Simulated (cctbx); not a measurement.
# Lattice, Laue class and space group of a new crystal

Cell: a = 6.9190 Å, b = 13.4390 Å, c = 6.9940 Å, α = 90.00°, β = 90.00°, γ = 90.00°. Expected content of the cell: Sn16 Cr8 V12.

The data are simulated with cctbx, not measured: synchrotron X-rays, λ = 0.7749 Å, to d = 0.75 Å, 80 % of the full sphere, strongest reflection 70000 counts, noise from counting, a 3 % proportional error and a noise floor of 2 counts (s.d.); no absorption.

A first pass over the reflections prints:

```text
5127 reflections to d = 0.750 A
centring   violations  <I/sigma> of those
    A       2076 of  2573     17.8
    B       2080 of  2542     17.8
    C       2122 of  2527     18.6
    I       2069 of  2590     17.6
    R       2830 of  3395     18.2
    F       3139 of  3821     18.1
Laue class    unique    Rint  (classes that these axes allow; Friedel mates merged)
P -1             3097   0.020
P 1 2/m 1        1683   0.023
P 1 1 2/m        1741   0.023
P 2/m 1 1        1733   0.022
P m m m           979   0.025
space group    extra absences  I>4sigma  <I/sigma>
P 2 2 2                 0          0         -  acentric
P 2 2 21                8          0      -0.4  acentric
P 21 2 2                6          0      -0.4  acentric
P 2 21 2               15          0       0.2  acentric
P 21 21 2              21          0       0.0  acentric
P 2 21 21              23          0      -0.0  acentric
P 21 2 21              14          0      -0.4  acentric
P 21 21 21             29          0      -0.1  acentric
P m m 2                 0          0         -  acentric
P 2 m m                 0          0         -  acentric
P m 2 m                 0          0         -  acentric
P 21 m a              200          0      -0.1  acentric
P m 2 a               200          0      -0.1  acentric
P n m 21              208          0       0.0  acentric
P n 21 m              208          0       0.0  acentric
P n 21 a              408          0      -0.0  acentric
P m m m                 0          0         -  centric
P m m a               200          0      -0.1  centric
P n m m :1            208          0       0.0  centric
P n m m :2            208          0       0.0  centric
P n m a               408          0      -0.0  centric
Wilson B = 0.48 A^2   <|E^2-1|> = 0.930 (0.968 centric, 0.736 acentric)   E^2>4: 4.1 %
shell (A)         n   <I/sigma>
13.44 - 1.50    147     35.4
 1.50 - 1.19    121     42.8
 1.19 - 1.04    124     39.2
 1.04 - 0.94    125     36.2
 0.94 - 0.88    112     39.3
 0.88 - 0.83    120     38.8
 0.83 - 0.78    115     33.9
 0.78 - 0.75    115     37.7
```

**Question.** What are the lattice type, the Laue class and the likely space group?

Every centring test has many violations, so the lattice is primitive.

Rint stays low (0.020 to 0.025) up to P m m m, the highest class in these axes.

21 settings pass the absence test. The most absences obeyed, 408, belong to P n 21 a and P n m a, which absences can't tell apart.

⟨|E²−1|⟩ = 0.930 leans to a centrosymmetric structure. The Wilson B of 0.48 Å² means U ≈ 0.0061 Å².

The true group is Pnma (no. 62), Laue class mmm, centrosymmetric. The tables only narrow the choice to the tied entries; cell content, site symmetry and trial solutions must settle it.

The model was made for the exercise: a known structure type with other elements put in, its volume estimated, not relaxed; displacement parameters are assumed.

[Logs are printed without paths, hosts, clocks, repeated set-up lines and the standing remarks that a program may print on its own settings, such as how far it seeks lower states.]
